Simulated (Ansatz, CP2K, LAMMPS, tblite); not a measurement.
**CP2K runs on 47In2O3-53ZnO (mol %) with crystalline order left by the classical run (65 atoms)**

Aim: run 47In2O3-53ZnO (mol %) with crystalline order left by the classical run (65 atoms) in CP2K and see how near its forces come to a plane-wave reference, and at what cost.

Method: the method is named at each step, in CP2K 2026.2.

**1. Starting point**

The cell holds 65 atoms: 18 In, 10 Zn and 37 O. Its edges and angles: a = 9.493 Å, b = 9.493 Å, c = 9.493 Å, α = 90.0°, β = 90.0°, γ = 90.0°. 65 atoms (18 Sc, 10 Zn, 37 O) placed at random at 4.13 g/cm³, melted at 5000 K for 10 ps at fixed volume with the Morse and Coulomb pair potential with partial charges (Pedone, Malavasi, Menziani, Cormack and Segre, J. Phys. Chem. B 110, 11780 (2006)). Quenched from 5000 K to 300 K at 100 K/ps and fixed volume, held 10 ps at zero pressure, then minimised at fixed cell. Then Sc was replaced by In and the cell scaled by 1.027 (the potential has no terms for the new elements, so the cell is a start for a DFT relaxation).

The yardstick, on the same geometry:

```
method                                           : Kohn-Sham DFT, PBE, PAW, plane waves (Ansatz 0.2.0); cutoff 420 eV, Γ point, fermi-dirac smearing of 0.05 eV; PAW set soft_2
r.m.s. force component                           : 0.347 eV/Å
longest force                                    : 1.26 eV/Å
pressure                                         : 2.048 GPa
gap (highest filled to lowest empty level) : 0.5071 eV
SCF cycles                                       : 10
time                                             : 15 s on 4 threads of Arm Neoverse V1, shared host
CPU time                                         : 52 s
```

**2. PBE, DZVP-MOLOPT-SR, 800/50 Ry, OT DIIS**

Method: Kohn-Sham DFT, PBE, GTH-PBE pseudopotentials, Gaussian and plane waves, DZVP-MOLOPT-SR-GTH, orbital transformation.

File input.inp:

```
&GLOBAL
  PROJECT cell
  RUN_TYPE ENERGY_FORCE
  PRINT_LEVEL LOW
&END GLOBAL
&FORCE_EVAL
  METHOD QS
  STRESS_TENSOR ANALYTICAL
  &DFT
    BASIS_SET_FILE_NAME BASIS_MOLOPT
    POTENTIAL_FILE_NAME GTH_POTENTIALS
    &MGRID
      CUTOFF 800
      REL_CUTOFF 50
      NGRIDS 5
    &END MGRID
    &QS
      EPS_DEFAULT 1.0E-12
    &END QS
    &SCF
      SCF_GUESS ATOMIC
      EPS_SCF 1.0E-06
      MAX_SCF 30
      &OT
        MINIMIZER DIIS
        PRECONDITIONER FULL_ALL
        ENERGY_GAP 0.001
      &END OT
      &OUTER_SCF
        EPS_SCF 1.0E-06
        MAX_SCF 8
      &END OUTER_SCF
      &PRINT
        &RESTART OFF
        &END RESTART
      &END PRINT
    &END SCF
    &XC
      &XC_FUNCTIONAL PBE
      &END XC_FUNCTIONAL
    &END XC
    &PRINT
      &MULLIKEN ON
      &END MULLIKEN
      &HIRSHFELD ON
        SHAPE_FUNCTION DENSITY
      &END HIRSHFELD
      &MO_CUBES
        NHOMO 1
        NLUMO 4
        WRITE_CUBE F
      &END MO_CUBES
    &END PRINT
  &END DFT
  &SUBSYS
    &CELL
      A 9.49289 0.00000 0.00000
      B 0.00000 9.49289 0.00000
      C 0.00000 0.00000 9.49289
    &END CELL
    &COORD
      SCALED
      In 0.15133 0.10960 0.33368
      In 0.82388 0.98184 0.83832
      In 0.33071 0.22639 0.67056
      In 0.15170 0.97024 0.83034
      In 0.31483 0.86247 0.17737
      In 0.99449 0.24792 0.99309
      In 0.48232 0.49757 0.16730
      In 0.15713 0.48616 0.17071
      In 0.49490 0.97594 0.83042
      In 0.15276 0.47240 0.49884
      In 0.81908 0.47601 0.17712
      In 0.80602 0.00250 0.50312
      In 0.64823 0.75806 0.33641
      In 0.48621 0.48986 0.49688
      In 0.65986 0.72937 0.99533
      In 0.98448 0.23682 0.66670
      In 0.01697 0.77763 0.35797
      In 0.32086 0.60779 0.82879
      Zn 0.65339 0.27882 0.67403
      Zn 0.99233 0.70069 0.00025
      Zn 0.30897 0.82662 0.54066
      Zn 0.65296 0.71878 0.66389
      Zn 0.53032 0.15791 0.32696
      Zn 0.98561 0.66702 0.70305
      Zn 0.81880 0.44964 0.49800
      Zn 0.79818 0.04174 0.17482
      Zn 0.65114 0.28636 0.97966
      Zn 0.34138 0.18038 0.07255
      O 0.20770 0.89407 0.37379
      O 0.50452 0.20618 0.82134
      O 0.98699 0.47942 0.02412
      O 0.83378 0.75017 0.84398
      O 0.65990 0.49713 0.63702
      O 0.98811 0.01208 0.98426
      O 0.66457 0.95884 0.99017
      O 0.49197 0.26336 0.51401
      O 0.32175 0.97574 0.97983
      O 0.65028 0.51369 0.33153
      O 0.14872 0.21093 0.82124
      O 0.31840 0.48939 0.33629
      O 0.32196 0.46565 0.65750
      O 0.81834 0.25262 0.13302
      O 0.81011 0.22903 0.52762
      O 0.95187 0.00243 0.32807
      O 0.98121 0.45820 0.64494
      O 0.97547 0.00617 0.67385
      O 0.13413 0.71534 0.16591
      O 0.50045 0.74144 0.83123
      O 0.51306 0.28107 0.14563
      O 0.32208 0.99179 0.68151
      O 0.65618 0.50676 0.02107
      O 0.82141 0.76680 0.48493
      O 0.66800 0.96079 0.68048
      O 0.14276 0.74187 0.84123
      O 0.65855 0.98364 0.33384
      O 0.31879 0.50158 0.01768
[... 5 atom lines left out ...]
      O 0.15606 0.24366 0.51316
      O 0.49439 0.71928 0.50193
      O 0.14833 0.25693 0.15771
      O 0.12934 0.68846 0.54026
    &END COORD
    &KIND In
      BASIS_SET DZVP-MOLOPT-SR-GTH-q13
      POTENTIAL GTH-PBE-q13
    &END KIND
    &KIND Zn
      BASIS_SET DZVP-MOLOPT-SR-GTH-q12
      POTENTIAL GTH-PBE-q12
    &END KIND
    &KIND O
      BASIS_SET DZVP-MOLOPT-SR-GTH-q6
      POTENTIAL GTH-PBE-q6
    &END KIND
  &END SUBSYS
  &PRINT
    &FORCES ON
    &END FORCES
    &STRESS_TENSOR ON
    &END STRESS_TENSOR
  &END PRINT
&END FORCE_EVAL
```

Command:

```console
> OMP_NUM_THREADS=1 mpirun -np 4 cp2k.psmp -i input.inp > output.txt
```

The program printed:

```text
CP2K| version string:                                       CP2K version 2026.2
 CP2K| Input file name                                                 input.inp
 GLOBAL| Basis set file name                                        BASIS_MOLOPT
 GLOBAL| Potential file name                                      GTH_POTENTIALS
 GLOBAL| Run type                                                   ENERGY_FORCE
 GLOBAL| Total number of message passing processes                             4
 GLOBAL| Number of threads for this process                                    1
 TOTAL NUMBERS AND MAXIMUM NUMBERS
  Total number of            - Atomic kinds:                                   3
                             - Atoms:                                         65
                             - Shell sets:                                    65
                             - Shells:                                       381
                             - Primitive Cartesian functions:                353
                             - Cartesian basis functions:                   1358
                             - Spherical basis functions:                   1181
  Maximum angular momentum of- Orbital basis functions:                        3
                             - Local part of the GTH pseudopotential:          2
                             - Non-local part of the GTH pseudopotential:      4
 SCF PARAMETERS         Density guess:                                    ATOMIC
                        max_scf:                                              30
                        eps_scf:                                        1.00E-06
                        Outer loop SCF in use
                        eps_scf                                         1.00E-06
                        max_scf                                                8
 Extrapolation method: initial_guess
 Number of electrons:                                                        576
[... lines left out ...]
  Step     Update method      Time    Convergence         Total energy    Change
[... lines left out ...]
  Total energy:                                             -2212.375044
[... lines left out ...]
  Preconditioner : FULL_ALL            : diagonalization, state selective
  Precond_solver : DEFAULT
  stepsize       :    0.15000000                  energy_gap     :    0.00100000
  eps_taylor     :   0.10000E-15                  max_taylor     :             4
  ----------------------------------- OT ---------------------------------------
  Step     Update method      Time    Convergence         Total energy    Change
[...]
21 OT DIIS     0.15E+00    6.1     0.00000104     -2212.7542841405 -4.69E-08
    22 OT DIIS     0.15E+00    6.1     0.00000087     -2212.7542841500 -9.54E-09
  *** SCF run converged in    22 steps ***
  Electronic density on regular grids:       -575.9999999999        0.0000000001
  Core density on regular grids:              575.9999999996       -0.0000000004
  Total charge density on r-space grids:       -0.0000000003
  Total charge density g-space grids:          -0.0000000003
  Overlap energy of the core charge distribution:               1.03095e-08
  Self energy of the core charge distribution:              -3952.090257
  Core Hamiltonian energy:                                   1205.870214
  Hartree energy:                                             889.521211
  Exchange-correlation energy:                               -356.055452
  Total energy:                                             -2212.754284
  outer SCF iter =    2 RMS gradient =   0.87E-06 energy =      -2212.7542841500
  outer SCF loop converged in   2 iterations or   52 steps
 !-----------------------------------------------------------------------------!
                     Mulliken Population Analysis
 #  Atom  Element  Kind  Atomic population                           Net charge
       1     In       1         12.023694                              0.976306
       2     In       1         12.150274                              0.849726
       3     In       1         12.061803                              0.938197
[...]
64     O        3          6.636974                             -0.636974
      65     O        3          6.606148                             -0.606148
 # Total charge                            576.000000                 -0.000000
 !-----------------------------------------------------------------------------!
 !-----------------------------------------------------------------------------!
                           Hirshfeld Charges
  #Atom  Element  Kind  Ref Charge     Population                    Net charge
      1       In     1      13.000         12.428                         0.572
      2       In     1      13.000         12.590                         0.410
      3       In     1      13.000         12.474                         0.526
[...]
64       O      3       6.000          6.348                        -0.348
     65       O      3       6.000          6.355                        -0.355
  Total Charge                                                            0.000
 !-----------------------------------------------------------------------------!
  Eigenvalues of the occupied subspace spin            1
      -0.48329828     -0.47629424     -0.47376967     -0.47123634
      -0.46935455     -0.46492087     -0.46300658     -0.46105041
      -0.46059182     -0.45962125     -0.45771626     -0.45647345
[...]
0.17105436      0.17192809      0.17553921      0.18091603
 Fermi Energy [eV] :    4.922975
  Using OT eigensolver for additional unoccupied orbitals spin            1
  Lowest Eigenvalues of the unoccupied subspace spin            1
 WARNING : did not converge in ot_eigensolver
 number of iterations          299  exceeded maximum
 current gradient / target gradient   1.652099E-005  /    1.000000E-005
       0.19810670      0.30074494      0.31210989      0.31562943
 HOMO - LUMO gap [eV] :    0.467782
 ENERGY| Total FORCE_EVAL ( QS ) energy [hartree]          -2212.754284
 FORCES| Atomic forces [hartree/bohr]
 FORCES|   Atom     x               y               z               |f|
 FORCES|      1 -9.61230069E-03  1.12759169E-02  5.65595365E-03   1.58597743E-02
 FORCES|      2  5.79972759E-03  5.34239233E-03  4.60764617E-04   7.89875306E-03
 FORCES|      3 -1.72114150E-03  2.05318879E-03  2.89213438E-03   3.94237917E-03
[...]
FORCES|     64  1.40890706E-02 -7.63971401E-03 -2.09882124E-03   1.61639163E-02
 FORCES|     65  1.32099154E-03  1.40692898E-02  9.94928902E-03   1.72823114E-02
 FORCES| Sum     1.98693339E-03 -2.96866921E-03  1.02137359E-03
 FORCES| Total atomic force                                       3.71538762E-03
 STRESS| Analytical stress tensor [bar]
 STRESS|                        x                   y                   z
 STRESS|      x        5.28036229969E+04   6.88159945527E+03   2.33833258500E+03
 STRESS|      y        6.88159945527E+03   1.90552639560E+04  -1.55072623940E+04
 STRESS|      z        2.33833258500E+03  -1.55072623940E+04   5.58095817301E+04
 STRESS| 1/3 Trace                                             4.25561562277E+04
```

The job ended after 5.9 min (4 MPI ranks of Arm Neoverse V1, shared host; peak memory 4.4 GiB).

Banners and routine set-up lines are dropped from the logs; longer cuts are marked.

The solver for the empty levels stopped short of its threshold, so the gap is rough; its iterations count in the time.

Against the reference:

```
r.m.s. force component                           : 0.3884 eV/Å
r.m.s. difference of force components            : 55.57 meV/Å
longest difference of force vectors              : 169.6 meV/Å
force difference over r.m.s. force               : 16.01 %
slope of forces against the reference's          : 1.114
correlation of force components                  : 0.9949
gap (highest filled to lowest empty level) : 0.4678 eV
gap difference                                   : -0.0393 eV
pressure                                         : 4.256 GPa
pressure difference                              : 2.207 GPa
```

Length of the force difference by element (eV/Å):

```
element  atoms   mean  most
     In     18  0.068  0.17
      O     37  0.100  0.16
     Zn     10  0.076  0.12
```

The surroundings of O58, which has 5 bonded neighbours where the commonest count for O is 4, nearest first, numbered as they follow in the input and with coordinates relative to it.

```
atom      x      y      z  distance (Å)  bonds  Hirshfeld charge (e)     Fx     Fy  Fz (eV/Å)
 O58   0.00   0.00   0.00          0.00      5                 -0.36  -0.99   0.67       0.38
In16   1.52   0.18  -1.57          2.19      6                  0.46  -0.14  -0.37       0.25
 In2   0.00  -2.24   0.06          2.24      6                  0.41   0.30   0.27       0.02
 In6   1.62   0.29   1.53          2.24      6                  0.49  -0.05  -0.34      -0.22
Zn27  -1.64   0.65   1.40          2.25      5                  0.44   0.19  -0.17      -0.08
Zn19  -1.62   0.58  -1.50          2.29      5                  0.41   0.20  -0.33       0.07
 O42  -0.06   0.33   2.86          2.88      4                 -0.36  -0.69  -0.78      -0.02
 O34   1.56  -1.95   1.44          2.88      3                 -0.40   0.30  -0.08       0.88
 O46   1.44  -2.01  -1.50          2.89      4                 -0.38   0.48  -0.39      -0.77
 O43  -0.13   0.11  -2.89          2.90      4                 -0.36  -0.70   0.46      -0.22
```

Forces lie 16 % from the reference's, at 27 times its CPU time.

**3. PBE, DZVP-MOLOPT-SR, 800/50 Ry, diagonalisation**

Method: Kohn-Sham DFT, PBE, GTH-PBE pseudopotentials, Gaussian and plane waves, DZVP-MOLOPT-SR-GTH, diagonalisation.

input.inp, as its differences from that of step 2:

```diff
@@ -22,12 +22,16 @@
       EPS_SCF 1.0E-06
-      MAX_SCF 30
-      &OT
-        MINIMIZER DIIS
-        PRECONDITIONER FULL_ALL
-        ENERGY_GAP 0.001
-      &END OT
-      &OUTER_SCF
-        EPS_SCF 1.0E-06
-        MAX_SCF 8
-      &END OUTER_SCF
+      MAX_SCF 200
+      ADDED_MOS 14
+      &DIAGONALIZATION
+        ALGORITHM STANDARD
+      &END DIAGONALIZATION
+      &SMEAR ON
+        METHOD FERMI_DIRAC
+        ELECTRONIC_TEMPERATURE [K] 580
+      &END SMEAR
+      &MIXING
+        METHOD BROYDEN_MIXING
+        ALPHA 0.3
+        NBROYDEN 8
+      &END MIXING
       &PRINT
@@ -47,7 +51,11 @@
       &END HIRSHFELD
-      &MO_CUBES
-        NHOMO 1
-        NLUMO 4
-        WRITE_CUBE F
-      &END MO_CUBES
+      &MO ON
+        EIGENVALUES T
+        OCCUPATION_NUMBERS T
+        MO_INDEX_RANGE 277 300
+        &EACH
+          QS_SCF 0
+        &END EACH
+        ADD_LAST NUMERIC
+      &END MO
     &END PRINT
@@ -61,4 +69,27 @@
     &COORD
-      SCALED
-[... 65 atom lines left out: the same atoms as in the first run ...]
+      In 1.43656 1.04042 3.16759
+      In 7.82100 9.32050 7.95808
+      In 3.13939 2.14910 6.36555
+      In 1.44007 9.21038 7.88233
+      In 2.98865 8.18733 1.68375
+      In 9.44058 2.35348 9.42729
+      In 4.57861 4.72338 1.58816
+      In 1.49162 4.61506 1.62053
+      In 4.69803 9.26449 7.88309
+      In 1.45013 4.48444 4.73543
+      In 7.77544 4.51871 1.68138
+      In 7.65146 0.02373 4.77606
+      In 6.15358 7.19618 3.19350
+      In 4.61554 4.65019 4.71683
+      In 6.26398 6.92383 9.44856
+      In 9.34556 2.24811 6.32891
+      In 0.16109 7.38196 3.39817
+      In 3.04589 5.76968 7.86761
+      Zn 6.20256 2.64681 6.39849
+      Zn 9.42008 6.65157 0.00237
+[... 41 atom lines left out ...]
+      O 1.48146 2.31304 4.87137
+      O 4.69319 6.82805 4.76477
+      O 1.40808 2.43901 1.49712
+      O 1.22781 6.53548 5.12863
     &END COORD
```

The program printed:

```text
CP2K| version string:                                       CP2K version 2026.2
 CP2K| Input file name                                                 input.inp
 GLOBAL| Basis set file name                                        BASIS_MOLOPT
 GLOBAL| Potential file name                                      GTH_POTENTIALS
[... lines left out ...]
 Number of electrons:                                                        576
[... lines left out ...]
  Step     Update method      Time    Convergence         Total energy    Change
[... lines left out ...]
  *** SCF run converged in    15 steps ***
[... lines left out ...]
  Fermi energy:                                                 0.189396
  Total energy:                                             -2212.754349
  Total energy (extrapolated to T->0):                      -2212.754161
[... lines left out ...]
 MO| E(Fermi):            0.189396 a.u.          5.153725 eV
[... lines left out ...]
 ENERGY| Total FORCE_EVAL ( QS ) energy [hartree]          -2212.754351
[... lines left out ...]
 FORCES|      1 -9.86585655E-03  1.14910697E-02  5.72018938E-03   1.61895144E-02
 FORCES|      2  5.78180638E-03  5.29937404E-03  4.60446769E-04   7.85650440E-03
 FORCES|      3 -1.74064370E-03  2.07710964E-03  2.90586295E-03   3.97344490E-03
[...]
FORCES|     64  1.41594691E-02 -7.72143269E-03 -2.05587273E-03   1.62584655E-02
 FORCES|     65  1.35093771E-03  1.42123635E-02  9.85220212E-03   1.73459561E-02
 FORCES| Sum     1.98717255E-03 -2.96898895E-03  1.02080181E-03
 FORCES| Total atomic force                                       3.71561388E-03
 STRESS| Analytical stress tensor [bar]
 STRESS|                        x                   y                   z
 STRESS|      x        5.29555241827E+04   6.83595303162E+03   2.37161089558E+03
 STRESS|      y        6.83595303162E+03   1.91725115995E+04  -1.54483734913E+04
 STRESS|      z        2.37161089558E+03  -1.54483734913E+04   5.59164838428E+04
 STRESS| 1/3 Trace                                             4.26815065417E+04
```

The job ended after 2.2 min (4 MPI ranks; peak memory 5.7 GiB).

Numbers from this run, and their distance from the reference:

* r.m.s. force component: 0.3897 eV/Å
* r.m.s. difference of force components: 57.18 meV/Å
* longest difference of force vectors: 181.2 meV/Å
* force difference over r.m.s. force: 16.48 %
* slope of forces against the reference's: 1.117
* correlation of force components: 0.9946
* gap (highest filled to lowest empty level): 0.478 eV
* gap difference: -0.0291 eV
* pressure: 4.268 GPa
* pressure difference: 2.22 GPa
* energy less the same-level run's: -0.0282 meV/atom
* r.m.s. force difference from the same-level run: 3.335 meV/Å

Against the first run (16 %), the force difference from the reference is 16 %, at 0.37 times the CPU time (15 SCF steps against 52): another solver or mixer reaches the same state.

(Part 1 of 2 ends here.)

[Long decimals in the printed logs are rounded to 6 places.]

[Also dropped from logs without a mark: lines with file paths, logging warnings of Python, QE's lines on negative density and diagonalisation, SIESTA's first energy breakdown, zero terms and Voronoi charges.]

[Logs are printed without paths, hosts, clocks, repeated set-up lines and the standing remarks that a program may print on its own settings, such as how far it seeks lower states.]

[Hosts, paths, dates, database ids (printed as entryN), source tags and the programs' standing remarks are cut or masked in the printed files.]

[Most failed runs of this program on this cell are left out, timed-out ones always.]
